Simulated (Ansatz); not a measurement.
## Sr2Rh (Fm-3m): from the cell to its phonons

Aim: the vibrations of Sr2Rh (Fm-3m), their spectra, and whether the structure is stable.

Calculated with Ansatz 0.2.0; DFT PBEsol, scalar-relativistic, plane waves, PAW; PAW set soft_1.

This is a report of a sequence of runs, with most program output left out.

## 1. The structure

Symmetry: Fm-3m, No. 225, cubic system. The conventional cell has a = 7.302 Å, b = 7.302 Å, c = 7.302 Å, α = 90.00°, β = 90.00°, γ = 90.00°. Nearest to Sr lie 4 Rh at 3.16 Å. Nearest to Rh lie 8 Sr at 3.16 Å. Farther neighbours are not listed.

Coordinates:

```cif
data_structure
_symmetry_space_group_name_H-M 'Fm-3m'
_symmetry_Int_Tables_number 225
_cell_length_a 7.3019
_cell_length_b 7.3019
_cell_length_c 7.3019
_cell_angle_alpha 90.000
_cell_angle_beta 90.000
_cell_angle_gamma 90.000
_cell_volume 389.32
loop_
_atom_site_label
_atom_site_type_symbol
_atom_site_symmetry_multiplicity
_atom_site_Wyckoff_symbol
_atom_site_fract_x
_atom_site_fract_y
_atom_site_fract_z
_atom_site_occupancy
Sr1 Sr 8 c 0.25000 0.25000 0.75000 1
Rh1 Rh 4 a 0.00000 0.00000 0.00000 1
```

## 2. Bringing the structure to rest

Harmonic phonons are second derivatives at a point where the forces vanish, and they are wanted at zero stress, so atoms and cell are relaxed first.

Contents of input.yaml:

```yaml
crystal:
  lattice:
    - [0.0, 3.65095511, 3.65095511]
    - [3.65095511, 0.0, 3.65095511]
    - [3.65095511, 3.65095511, 0.0]
  atoms:
    - { symbol: Sr, position: [0.75, 0.75, 0.75] }
    - { symbol: Sr, position: [0.25, 0.25, 0.25] }
    - { symbol: Rh, position: [0.0, 0.0, 0.0] }
kpoints:
  mp_grid: { grid: [10, 10, 10] }
hamiltonian:
  xc: pbesol
  pseudopotentials: { kind: paw, azcp: { folder: soft_1 }, xc_functional: pbe }
scf:
  occupations: { method: gaussian, width: 0.1 }
output:
  forces: true
  stress: true
  eigenvalues: true
relax:
  adjacent_minimum: "off"
  f_tol: 0.005
  max_steps: 80
  cell: { stress_tol: 0.05 }
```

Run with:

```
> ansatz run input.yaml --threads 4 --pin off --max-ram 10240MiB --backend cpu --events-out ev --progress --plain --runs-dir out
```

Run time: 5.8 s. Hardware: 4 threads of Arm Neoverse V2, shared host; peak memory 0.45 GiB.

The steps of the relaxation:

| step | energy less that of the first step (eV) | largest force component (eV/Å) | pressure (GPa) | volume (Å³) |
| --- | --- | --- | --- | --- |
| 1 | 0.0000 | 0.0000 | -1.42 | 97.33 |
| 2 | -0.0196 | 0.0000 | -0.14 | 93.44 |
| 3 | -0.0198 | 0.0000 | 0.01 | 93.05 |
| 4* | -0.0196 | 0.0000 | 0.01 | 93.05 |

Relaxation steps marked * repeat the geometry before them on a plane-wave basis chosen anew for their cell, so energy and pressure can jump there.

The run keeps the 48 symmetry operations that it works with, so distortions that break them were not tested.

| conventional cell, symmetrised | before | after | change |
| --- | --- | --- | --- |
| a (Å) | 7.302 | 7.193 | -1.5 % |
| b (Å) | 7.302 | 7.193 | -1.5 % |
| c (Å) | 7.302 | 7.193 | -1.5 % |
| volume (Å³/atom) | 32.44 | 31.02 | -4.4 % |

Final coordinates:

```xyz
3
Lattice="0.0000 3.5967 3.5967 3.5967 0.0000 3.5967 3.5967 3.5967 0.0000" Properties=species:S:1:pos:R:3 pbc="T T T"
Sr    5.3950    5.3950    5.3950
Sr    1.7983    1.7983    1.7983
Rh    0.0000    0.0000    0.0000
```

This step gave:

```yaml
pressure: 0.01119 GPa
volume_per_atom: 31.02 Å³
gap_on_the_k_mesh: 0 eV
```

In this step the volume went from 32.44 to 31.02 Å³/atom.

## 3. Relaxing to small forces for the phonons

Phonons need a cell at rest on their own settings, so the relaxation is repeated with tight tolerances on forces and stress, using the mesh and the filling of the phonon run that follows.

input.yaml, the sections that differ from step 2:

```yaml
crystal:
  lattice:
    - [0.0, 3.5966760962, 3.5966760962]
    - [3.5966760962, 0.0, 3.5966760962]
    - [3.5966760962, 3.5966760962, 0.0]
  atoms:
    - { symbol: Sr, position: [0.75, 0.75, 0.75] }
    - { symbol: Sr, position: [0.25, 0.25, 0.25] }
    - { symbol: Rh, position: [0.0, 0.0, 0.0] }
kpoints:
  mp_grid: { grid: [12, 12, 12] }
scf:
  occupations: { method: methfessel_paxton, width: 0.2 }
relax:
  adjacent_minimum: "off"
  f_tol: 0.001
  max_steps: 60
  cell: { stress_tol: 0.01 }
# hamiltonian, output: as in step 2
```

The job ended after 6.6 s (4 threads; peak memory 0.47 GiB).

Little changed from the start: no atom moved by 0.005 Å and no cell edge by 0.1 %.

Numbers from this step:

```yaml
pressure: 4.35e-4 GPa
volume_per_atom: 31.03 Å³
```

The forces vanish by symmetry and the pressure is 0.000 GPa, within the tolerances set. The cell now holds 31.03 Å³/atom.

## 4. Linear response at the zone centre

The zone centre comes first: it holds the modes that light can see, as far as symmetry allows. No field response is asked, since the mesh shows no gap.

input.yaml, the sections that differ from step 3:

```yaml
crystal:
  lattice:
    - [0.0, 3.5971824176, 3.5971824176]
    - [3.5971824176, 0.0, 3.5971824176]
    - [3.5971824176, 3.5971824176, 0.0]
  atoms:
    - { symbol: Sr, position: [0.75, 0.75, 0.75] }
    - { symbol: Sr, position: [0.25, 0.25, 0.25] }
    - { symbol: Rh, position: [0.0, 0.0, 0.0] }
output:
  eigenvalues: true
phonons:
  method: dfpt
# kpoints, hamiltonian, scf: as in step 3
# relax: removed
```

The job ended after 25 s (4 threads; peak memory 1.2 GiB; 92 s of CPU time).

Numbers from this step:

```
sum-rule residual before enforcement                    : 4.61e-5 eV/Å²
point group                                             : m-3m
highest optical mode at the zone centre (no LO-TO term) : 126.0 cm⁻¹
lowest optical zone-centre mode                         : 102.0 cm⁻¹
```

Patterns of degenerate modes are one choice out of their space. Modes at Γ, with each element's share of the kinetic energy:

| mode | frequency (cm⁻¹) | symmetry | Sr % | Rh % |
| --- | --- | --- | --- | --- |
| 1 | 0.0 | acoustic | 63 | 37 |
| 2 | 0.0 | acoustic | 63 | 37 |
| 3 | 0.0 | acoustic | 63 | 37 |
| 4 | 102.0 | T1u | 37 | 63 |
| 5 | 102.0 | T1u | 37 | 63 |
| 6 | 102.0 | T1u | 37 | 63 |
| 7 | 126.0 | T2g | 100 | 0 |
| 8 | 126.0 | T2g | 100 | 0 |
| 9 | 126.0 | T2g | 100 | 0 |

Displacements in mode 5 (102.0 cm⁻¹), the largest set to 1:
```
Sr1  0.10 -0.21 -0.59
Sr2  0.10 -0.21 -0.59
Rh3 -0.16  0.35  1.00
```

Displacements in mode 9 (126.0 cm⁻¹), the largest set to 1:
```
Sr1  0.00  0.82  1.00
Sr2  0.00 -0.82 -1.00
Rh3  0.00  0.00  0.00
```

Before it was imposed, the acoustic sum rule was missed by 4.6e-5 eV/Å². Small misses are needed for a sound result but don't prove that mesh and cutoff are converged. The lowest optical mode is real, 102 cm⁻¹.

## 5. The dispersion

Stability and thermal properties need the whole zone. Linear response on a 4×4×4 q mesh gives force constants as far as a supercell of that size would.

input.yaml: that of step 4 with these lines changed.

```diff
@@ -20 +20,8 @@
   method: dfpt
+  qmesh: [4, 4, 4]
+  temperatures: { t_max: 1000, t_step: 50 }
+  qpath:
+    path:
+      - [[0.0, 0.0, 0.0], [0.5, 0.0, 0.5], [0.625, 0.25, 0.625]]
+      - [[0.375, 0.375, 0.75], [0.0, 0.0, 0.0], [0.5, 0.5, 0.5], [0.5, 0.25, 0.75], [0.5, 0.0, 0.5]]
+    npoints: 10
```

Run time: 12 min. Hardware: 4 threads; peak memory 6 GiB.

This step gave:

```yaml
sum_rule_residual_before_enforcement: 2.75e-5 eV/Å²
lowest_frequency_on_the_path: -29.16 cm⁻¹
highest_frequency_on_the_path_or_at_a_solved_wavevector: 149.9 cm⁻¹
lowest_mode_on_the_q_mesh_acoustic_modes_at_gamma_apart: -29.16 cm⁻¹
```

Frequencies (cm⁻¹) solved at each irreducible wavevector; negative means imaginary. Frequencies by wavevector, by row:

| q in reciprocal lattice units | star | mode 1 | mode 2 | mode 3 | mode 4 | mode 5 | mode 6 | mode 7 | mode 8 | mode 9 |
| --- | --- | --- | --- | --- | --- | --- | --- | --- | --- | --- |
| 0 0 0 | 1 | 0 | 0 | 0 | 102 | 102 | 102 | 126 | 126 | 126 |
| 0 0 0.25 | 8 | 42.3 | 42.3 | 55.1 | 100.2 | 100.2 | 103.1 | 118.3 | 118.3 | 118.5 |
| 0 0 -0.5 | 4 | 61.6 | 61.6 | 88.2 | 102.3 | 103.9 | 103.9 | 104.1 | 104.1 | 108.3 |
| 0 0.25 0.25 | 6 | 24 | 24 | 77.2 | 88.1 | 92.2 | 92.2 | 121.5 | 127.9 | 127.9 |
| 0 0.25 -0.5 | 24 | 46.9 | 54.6 | 56.7 | 82.4 | 85.3 | 95 | 120.3 | 123.5 | 139.5 |
| 0 0.25 -0.25 | 12 | 24.5 | 64.8 | 84.1 | 88.3 | 92.7 | 94.1 | 109.4 | 111 | 138.9 |
| 0 -0.5 -0.5 | 3 | -29.2 | 43.8 | 43.8 | 77.2 | 77.2 | 100 | 130.2 | 130.2 | 146.3 |
| 0.25 -0.5 -0.25 | 6 | 25.6 | 26 | 74.6 | 89.1 | 89.1 | 97.6 | 97.6 | 129.5 | 149.9 |

Interpolated from a 4×4×4 q mesh. The phonon branches at the labelled points (cm⁻¹):

| point | branch 1 | branch 2 | branch 3 | branch 4 | branch 5 | branch 6 | branch 7 | branch 8 | branch 9 |
| --- | --- | --- | --- | --- | --- | --- | --- | --- | --- |
| Γ | 0 | 0 | 0 | 102 | 102 | 102 | 126 | 126 | 126 |
| halfway | 24 | 24 | 77 | 88 | 92 | 92 | 122 | 128 | 128 |
| X | -29 | 44 | 44 | 77 | 77 | 100 | 130 | 130 | 146 |
| halfway | -25 | 48 | 49 | 76 | 80 | 99 | 127 | 128 | 147 |
| U | -11 | 58 | 63 | 74 | 85 | 97 | 121 | 124 | 147 |
| jump to K | -11 | 58 | 63 | 74 | 85 | 97 | 121 | 124 | 147 |
| halfway | 22 | 56 | 70 | 93 | 105 | 106 | 107 | 107 | 133 |
| Γ | 0 | 0 | 0 | 102 | 102 | 102 | 126 | 126 | 126 |
| halfway | 42 | 42 | 55 | 100 | 100 | 103 | 118 | 118 | 118 |
| L | 62 | 62 | 88 | 102 | 104 | 104 | 104 | 104 | 108 |
| halfway | 50 | 56 | 70 | 84 | 96 | 99 | 100 | 124 | 138 |
| W | 26 | 26 | 75 | 89 | 89 | 98 | 98 | 130 | 150 |
| halfway | -20 | 40 | 62 | 76 | 82 | 98 | 121 | 130 | 148 |
| X | -29 | 44 | 44 | 77 | 77 | 100 | 130 | 130 | 146 |

Tetrahedra on a 16×16×16 mesh, mean over bins of 2 cm-1. Interpolated from a 4×4×4 q mesh. Phonon density of states against wavenumber; read off at these points:

| wavenumber (cm⁻¹) | phonon density of states (1/cm⁻¹/cell) |
| --- | --- |
| -29.0 | 5.0e-5 |
| -23.0 | 0.00171 |
| -17.0 | 0.0018 |
| -11.0 | 0.00158 |
| -5.0 | 0.00176 |
| 3.0 | 0.00229 |
| 9.0 | 0.00429 |
| 15.0 | 0.00907 |
| 21.0 | 0.0184 |
| 27.0 | 0.0381 |
| 33.0 | 0.0468 |
| 39.0 | 0.0457 |
| 45.0 | 0.0503 |
| 51.0 | 0.0462 |
| 57.0 | 0.0543 |
| 61.0 | 0.0686 |
| 65.0 | 0.0454 |
| 71.0 | 0.0639 |
| 77.0 | 0.0777 |
| 83.0 | 0.0833 |
| 85.0 | 0.166 |
| 89.0 | 0.102 |
| 95.0 | 0.209 |
| 101.0 | 0.105 |
| 107.0 | 0.0696 |
| 113.0 | 0.0737 |
| 119.0 | 0.0794 |
| 127.0 | 0.134 |
| 133.0 | 0.0318 |
| 139.0 | 0.0348 |
| 145.0 | 0.0476 |
| 151.0 | 0 |

The partial phonon density of states has structure finer than the step of the table below, so its rows give means over 5 cm⁻¹, whole bins alone (the curve runs from -37.6 to 164 cm⁻¹). Peaks (cm⁻¹: height): Rh 85.2: 0.0903, 95.4: 0.116; Sr 39.6: 0.0429, 127.0: 0.120.

Phonopy on the run's constants, 13x13x13 mesh, Gaussian sigma 2.0 cm-1. Interpolated from a 4×4×4 q mesh. Partial phonon density of states against wavenumber; means over each step; values in 1/cm⁻¹/cell:

| wavenumber (cm⁻¹) | Rh | Sr |
| --- | --- | --- |
| -35 | 0 | 1.1e-5 |
| -30 | 0 | 6.0e-4 |
| -25 | 0 | 0.00176 |
| -20 | 0 | 0.00414 |
| -15 | 0 | 0.00247 |
| -10 | 0 | 3.0e-4 |
| -5 | 1.2e-5 | 2.1e-5 |
| 0 | 8.1e-5 | 1.5e-4 |
| 5 | 2.5e-4 | 0.00158 |
| 10 | 6.9e-4 | 0.00657 |
| 15 | 0.00214 | 0.0102 |
| 20 | 0.00378 | 0.0132 |
| 25 | 0.00523 | 0.0278 |
| 30 | 0.00704 | 0.0330 |
| 35 | 0.00756 | 0.0380 |
| 40 | 0.00758 | 0.0416 |
| 45 | 0.00953 | 0.0389 |
| 50 | 0.0107 | 0.0360 |
| 55 | 0.0161 | 0.0335 |
| 60 | 0.0250 | 0.0358 |
| 65 | 0.0269 | 0.0261 |
| 70 | 0.0278 | 0.0240 |
| 75 | 0.0327 | 0.0257 |
| 80 | 0.0473 | 0.0266 |
| 85 | 0.0824 | 0.0406 |
| 90 | 0.0778 | 0.0401 |
| 95 | 0.105 | 0.0535 |
| 100 | 0.0579 | 0.0566 |
| 105 | 0.0177 | 0.0573 |
| 110 | 0.00860 | 0.0631 |
| 115 | 0.00529 | 0.0668 |
| 120 | 0.00415 | 0.0809 |
| 125 | 0.00360 | 0.108 |
| 130 | 0.00285 | 0.0801 |
| 135 | 0.00173 | 0.0329 |
| 140 | 0.00137 | 0.0344 |
| 145 | 7.5e-4 | 0.0413 |
| 150 | 1.2e-4 | 0.0161 |
| 155 | 1.1e-6 | 3.9e-4 |
| 160 | 0 | 0 |

Symmetry leaves 8 wavevectors to solve. The lowest mode among them, the acoustic zeros apart, lies at q = (0, -0.5, -0.5) and is imaginary, 29.2i cm⁻¹, so the energy falls along it.

## 6. Another isotope

An isotope changes the mass and not the force constants, so no new electronic calculation is needed; the shifts show which modes move this element.

The same force constants with the mass of Sr changed from 87.620 to 85.909 u (phonopy, no LO-TO term). Both lists are sorted by frequency; levels can cross, so a row need not hold one and the same mode. Modes under 3 cm⁻¹ are left out. Isotope shifts, by row:

| q | rank | natural mass (cm⁻¹) | changed mass (cm⁻¹) |
| --- | --- | --- | --- |
| 0 0 0 | 4 | 102 | 102.4 |
| 0 0 0 | 5 | 102 | 102.4 |
| 0 0 0 | 6 | 102 | 102.4 |
| 0 0 0 | 7 | 126 | 127.2 |
| 0 0 0 | 8 | 126 | 127.2 |
| 0 0 0 | 9 | 126 | 127.2 |
| 0 0 0.25 | 1 | 42.29 | 42.51 |
| 0 0 0.25 | 2 | 42.29 | 42.51 |
| 0 0 0.25 | 3 | 55.07 | 55.4 |
| 0 0 0.25 | 4 | 100.2 | 100.7 |
| 0 0 0.25 | 5 | 100.2 | 100.7 |
| 0 0 0.25 | 6 | 103.1 | 103.6 |
| 0 0 0.25 | 7 | 118.3 | 119.5 |
| 0 0 0.25 | 8 | 118.3 | 119.5 |
| 0 0 0.25 | 9 | 118.5 | 119.6 |
| 0 0 -0.5 | 1 | 61.65 | 61.82 |
| 0 0 -0.5 | 2 | 61.65 | 61.82 |
| 0 0 -0.5 | 3 | 88.25 | 88.84 |
| 0 0 -0.5 | 4 | 102.3 | 102.7 |
| 0 0 -0.5 | 5 | 103.9 | 104.6 |
| 0 0 -0.5 | 6 | 103.9 | 104.6 |
| 0 0 -0.5 | 7 | 104.1 | 105.2 |
| 0 0 -0.5 | 8 | 104.1 | 105.2 |
| 0 0 -0.5 | 9 | 108.3 | 109.4 |
| 0 0.25 0.25 | 1 | 24 | 24.17 |
| 0 0.25 0.25 | 2 | 24 | 24.17 |
| 0 0.25 0.25 | 3 | 77.16 | 77.34 |
| 0 0.25 0.25 | 4 | 88.06 | 88.93 |
| 0 0.25 0.25 | 5 | 92.18 | 92.45 |
| 0 0.25 0.25 | 6 | 92.18 | 92.45 |
| 0 0.25 0.25 | 7 | 121.5 | 122.5 |
| 0 0.25 0.25 | 8 | 127.9 | 129.1 |
| 0 0.25 0.25 | 9 | 127.9 | 129.1 |

A mode of this element alone would shift by +0.99 %. The highest zone-centre frequency without the field goes from 126.0 to 127.2 cm⁻¹ (+1.0 %). The product of the frequency ratios over all optical modes at Γ is 1.041; the product rule, (m/m′)^(3k/2) (M′/M)^(3/2) with k = 2 such atoms and M the mass of the cell, gives 1.041.

## 7. Results

```yaml
space_group_after_relaxation_within_0p01_a: Fm-3m
volume_per_atom: 31.0 Å³
electronic_character: no gap on this mesh
highest_optical_mode_at_the_zone_centre_no_lo_to_term: 126 cm⁻¹
lowest_optical_zone_centre_mode: 102 cm⁻¹
lowest_mode_on_the_q_mesh_acoustic_modes_at_gamma_apart: -29.2 cm⁻¹
highest_frequency_on_the_path_or_at_a_solved_wavevector: 150 cm⁻¹
imaginary_modes_on_the_4x4x4_q_mesh: yes
```

In words: Modes are clearly imaginary (beyond 10i cm⁻¹) at 1 of the 8 irreducible wavevectors, most at q = (0, -0.5, -0.5) (29.2i cm⁻¹), so this structure is not a minimum of the energy. The optical modes at Γ span 102 to 126 cm⁻¹. The highest mode in this list at Γ, 126.0 cm⁻¹, is mostly motion of Sr (100 % of the kinetic energy). With no gap, or one that is small against the smearing, the frequencies hang on the k mesh and the smearing, most of all near Kohn anomalies. The phonon runs are without spin polarisation, although the cell has an odd electron count. The PAW files were made for PBE and serve the other functionals too. These are harmonic frequencies at zero temperature: anharmonic shifts, linewidths and thermal expansion are left out.

[Logs are printed without paths, hosts, clocks, repeated set-up lines and the standing remarks that a program may print on its own settings, such as how far it seeks lower states.]

[Hosts, paths, dates, database ids (printed as entryN), source tags and the programs' standing remarks are cut or masked in the printed files.]
